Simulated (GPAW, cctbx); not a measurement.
## CuGe2F7: what bonding does to one electron reflection, worked out

CuGe2F7, Cmmm (no. 65), a = 7.2982 Å, b = 9.6367 Å, c = 3.9380 Å, α = 90.00°, β = 90.00°, γ = 90.00°.

```csv
atom,mult.,x,y,z
Ge1,4,1/2,0.2131,1/2
Cu1,2,0,0,0
F1,8,0.1688,0.1358,1/2
F2,4,1/2,0.2105,0
F3,2,1/2,0,1/2
```

The cell comes from substitution in a known structure type and wasn't matched to any measured phase.

A DFT run (GPAW, PBE, 550 eV, 5×3×3 k-points (along the axes of the calculation cell), Fermi–Dirac width 0.05 eV) gives the static X-ray structure factor of 021 as 112.052 e for the conventional cell; superposed free atoms give 113.594 e. **Problem.** Find the Fourier component V of the crystal potential and the two-beam extinction distance at 80 kV in both cases.

### 1. Geometry

The cell volume is Ω = 276.96 Å³ and d(021) = 3.0492 Å, so g = 1/d = 0.3280 Å⁻¹.

### 2. The nuclei

Electrons feel nuclei as well as electrons, so the nuclear charges are summed with the same phases.

Phase sums Σ exp(2πi h·x), turned so that the total is real and positive: Ge +3.577, Cu +2.000, F -4.439. Then F_Z = 32 × (+3.577) + 29 × (+2.000) + 9 × (-4.439) = 132.52 e. The electron term has the same sign for this reflection.

### 3. Mott–Bethe

Poisson's equation, term by term, gives V = (e/4πε₀)(F_Z − F)/(πΩg²), with e/4πε₀ = 14.3996 V Å.

The prefactor is 14.3996 × 3.0492²/(π × 276.96) = 0.15387 V per electron. Free atoms: (132.52 − 113.594) × 0.15387 = 2.912 V. Crystal: (132.52 − 112.052) × 0.15387 = 3.150 V. F changes by -1.36 % and V by +8.1 %: the same 1.54 e is measured against F_Z − F = 18.9 e in place of F = 113.6 e.

### 4. Extinction distance

In the two-beam case ξ = 1/(λU) with U = 2γm₀eV/h², that is ξ = 150.41 V Å²/(γλV).

At 80 kV, λ = 0.04176 Å and γ = 1.1566. Free atoms: ξ = 1069 Å. Crystal: ξ = 989 Å. The thickness fringes go as sin²(πt/ξ), so the two patterns slip by a quarter of a period when t|1/ξ₁ − 1/ξ₀| = 1/4, at t ≈ 328 nm. Thermal motion, absorption and many-beam coupling, left out here, change a real pattern.

### 5. Answer

V(021) is 3.15 V against 2.91 V, and ξ is 989 against 1069 Å. Limits: static atoms, two beams; no Hubbard U on Cu.

[Outputs are excerpts: Python notices, other lines and further rows are left out; steps that failed or that the build refused (PBEsol, TPSS) are not shown.]

[Logs are printed without paths, hosts, clocks, repeated set-up lines and the standing remarks that a program may print on its own settings, such as how far it seeks lower states.]
